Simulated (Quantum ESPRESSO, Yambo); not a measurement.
Planning a run of Yambo 5.3.0 on Diamond (Fd-3m, 2 atoms a cell). The input:

```
HF_and_locXC
gw0
dyson
ppa
em1d
rim_cut
RandQpts= 1000000
RandGvec= 1 RL
EXXRLvcs= 74 Ry
VXCRLvcs= 296 Ry
Chimod= "HARTREE"
% BndsRnXp
 1 | 29 |
%
NGsBlkXp= 9.5 Ry
% LongDrXp
 1 | 1 | 1 |
%
% GbndRnge
 1 | 29 |
%
DysSolver= "n"
ExtendOut
PPAPntXp= 27.21138 eV
% QPkrange
 1 | 16 | 2 | 8 |
%
```

```sh
OMP_NUM_THREADS=1 mpirun -n 4 yambo -F gw1.in -J gw1 -C gw1 > gw1.log
```

The stored states that it reads are on a 6×6×6 mesh. The structure is cubic, space group Fd-3m (No. 227). Conventional cell: a = 3.567 Å, b = 3.567 Å, c = 3.567 Å, α = 90.00°, β = 90.00°, γ = 90.00°. Nearest to C lie 4 C at 1.54 Å.

Q: Estimate wall time and host memory on 4 MPI ranks of Arm Neoverse V1, shared host.

It took 48 s; on shared hardware allow 24 s to 96 s. Peak host memory was 1.2 GiB.

The screening grows as filled bands × empty bands × pairs of k points, times the square of the screening basis for the matrix.

[Paths, hosts, dates, memory and timing lines, banners, echoed tables and standing remarks are left out of the program output.]

[Logs are printed without paths, hosts, clocks, repeated set-up lines and the standing remarks that a program may print on its own settings, such as how far it seeks lower states.]

[Runs of the session that timed out or met a known fault of the program may be left out.]

[Hosts, paths, dates, database ids (printed as entryN), source tags and the programs' standing remarks are cut or masked in the printed files.]
